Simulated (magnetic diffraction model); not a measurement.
## Solving a magnetic structure from powder neutron data: Nd₂CoIr₂Pb₅

Space group Ibam (no. 72), a = 11.4710 Å, b = 13.4260 Å, c = 6.7460 Å.

```csv
site,atom,x,y,z
8j,Pb,0.8379,0.9020,1/2
8g,Pb,1/2,0.2728,3/4
4b,Pb,1/2,0,1/4
8j,Ir,0.6076,0.8588,1/2
8j,Nd,0.2786,0.1359,0
4a,Co,0,0,1/4
```

The compound is invented for this exercise: a known structure type with other elements, its cell scaled to their sizes and not relaxed.

Only Nd is taken to order (form factors of Nd3+); orders and moment sizes are assumed, and not adapted to the symmetry. Radiation: neutrons of λ = 2.36 Å (absorption by Ir left out), 5° to 55°; isotropic B of 0.15 Å² (Pb), 0.16 Å² (Ir), 0.16 Å² (Nd) and 0.2 Å² (Co). Simulated constant-wavelength pattern: nuclear and magnetic terms add, the magnetic one as |2.695 fm × Σ f S⊥ exp(2πi Q·r) exp(−B s²)|², summed over all Q at one angle with the factor 1/(sin²θ cos θ). For collinear order S is the moment m, which repeats by lattice and centring translations R with the sign exp(−2πi k·R). Free-ion form factors, Sears's scattering lengths of 1992, no absorption; a label names one of the reflections at its angle. The strongest nuclear line in the range is 100, and lines under 0.2 are left out.

Above the ordering temperature:

| 2θ (°) | index | I |
| --- | --- | --- |
| 15.55 | (1 1 0) | 24.8 |
| 20.25 | (0 2 0) | 4.1 |
| 23.75 | (2 0 0) | 11.8 |
| 31.15 | (1 2 1) | 31.2 |
| 31.40 | (2 2 0) | 5.6 |
| 33.00 | (2 1 1) | 0.8 |
| 37.43 | (3 1 0) | 4.6 |
| 40.95 | (0 0 2) | 16.7 |
| 41.16 | (0 4 0) | 12.2 |
| 44.35 | (2 3 1) | 8.7 |
| 46.10 | (0 2 2) | 1.6 |
| 46.64 | (3 2 1) | 96.4 |
| 47.89 | (2 0 2) | 100.0 |
| 47.90 | (3 3 0) | 25.1 |
| 47.90 | (1 4 1) | 6.6 |
| 48.08 | (2 4 0) | 79.9 |
| 48.59 | (4 0 0) | 2.9 |
| 52.50 | (2 2 2) | 1.4 |
| 53.16 | (4 2 0) | 2.0 |
| 53.49 | (1 3 2) | 58.4 |
| 54.22 | (4 1 1) | 36.9 |

Below it (cell unchanged):

```csv
2θ (°),I
7.76,21.0
15.55,24.8
16.27,1.0
18.46,1.2
20.25,4.1
21.62,3.5
23.42,0.4
23.75,11.8
26.00,13.3
26.08,1.4
27.46,0.6
31.08,2.7
31.15,31.2
31.15,1.3
31.40,5.6
33.00,0.8
33.18,6.5
36.34,2.6
36.61,0.7
37.38,1.7
37.43,4.6
39.49,3.9
40.26,3.2
40.95,16.7
41.16,12.2
41.75,3.3
44.34,0.3
44.35,8.7
44.77,3.0
45.27,4.5
46.10,1.6
46.64,96.4
47.01,0.9
47.27,0.2
47.71,0.4
47.89,100.0
```
(The table stops after 36 lines; 15 more lie at higher angle.)

**Question.** Check that the new lines index with k = (1/2 1/2 0), then choose among these models:
A. collinear moments along [111], 2.7 μB on Nd; signs + at (0.2786, 0.1359, 0), + at (0.7214, 0.8641, 0), − at (0.7214, 0.1359, 1/2), − at (0.2786, 0.8641, 1/2)
B. collinear moments along [111], 2.7 μB on Nd; signs + at (0.2786, 0.1359, 0), − at (0.7214, 0.8641, 0), + at (0.7214, 0.1359, 1/2), − at (0.2786, 0.8641, 1/2)
C. collinear moments along [100], 2.7 μB on Nd; signs + at (0.2786, 0.1359, 0), − at (0.7214, 0.8641, 0), + at (0.7214, 0.1359, 1/2), − at (0.2786, 0.8641, 1/2)
D. collinear moments along [100], 2.7 μB on Nd; signs + at (0.2786, 0.1359, 0), + at (0.7214, 0.8641, 0), − at (0.7214, 0.1359, 1/2), − at (0.2786, 0.8641, 1/2)

The new lines index as (1/2 1/2 0) at 7.76°, (1/2 -3/2 0) at 16.27°, (3/2 -1/2 0) at 18.46° and (1/2 -1/2 1) at 21.62°, that is as H ± k with k = (1/2 1/2 0), one of 2 inequivalent arms of its star (k and −k counted as one), which a powder can't tell apart. Half indices mean that the moments reverse under translations with k·R a half-integer, and the magnetic cell has twice the primitive volume.

Magnetic intensity, observed (below minus above) and for each model:

| 2θ (°) | index | observed | A | B | C | D |
| --- | --- | --- | --- | --- | --- | --- |
| 7.76 | (1/2 1/2 0) | 21.0 | 7.4 | 10.6 | 30.2 | 21.0 |
| 18.46 | (3/2 -1/2 0) | 1.2 | 13.7 | 4.4 | 0.4 | 1.2 |
| 26.00 | (1/2 3/2 1) | 13.3 | 8.6 | 6.0 | 9.3 | 13.3 |
| 30.25 | (5/2 1/2 0) | <0.2 | 0.4 | 3.4 | 0.2 | <0.2 |
| 31.08 | (3/2 -3/2 1) | 2.7 | 3.8 | 11.9 | 8.4 | 2.7 |
| 37.38 | (3/2 5/2 1) | 1.7 | 0.8 | 2.4 | 5.2 | 1.7 |
| 44.77 | (5/2 -5/2 1) | 3.0 | 5.4 | 0.7 | 0.4 | 3.0 |
| 49.85 | (7/2 -3/2 1) | <0.2 | <0.2 | 5.6 | 1.7 | <0.2 |

Model D matches.

The absence at (5/2 1/2 0) is telling: Q lies nearly along the moments there, so the part normal to Q vanishes.

The structure used: k = (1/2 1/2 0), collinear moments along [100], 2.7 μB on Nd; signs + at (0.2786, 0.1359, 0), + at (0.7214, 0.8641, 0), − at (0.7214, 0.1359, 1/2), − at (0.2786, 0.8641, 1/2).

[Logs are printed without paths, hosts, clocks, repeated set-up lines and the standing remarks that a program may print on its own settings, such as how far it seeks lower states.]
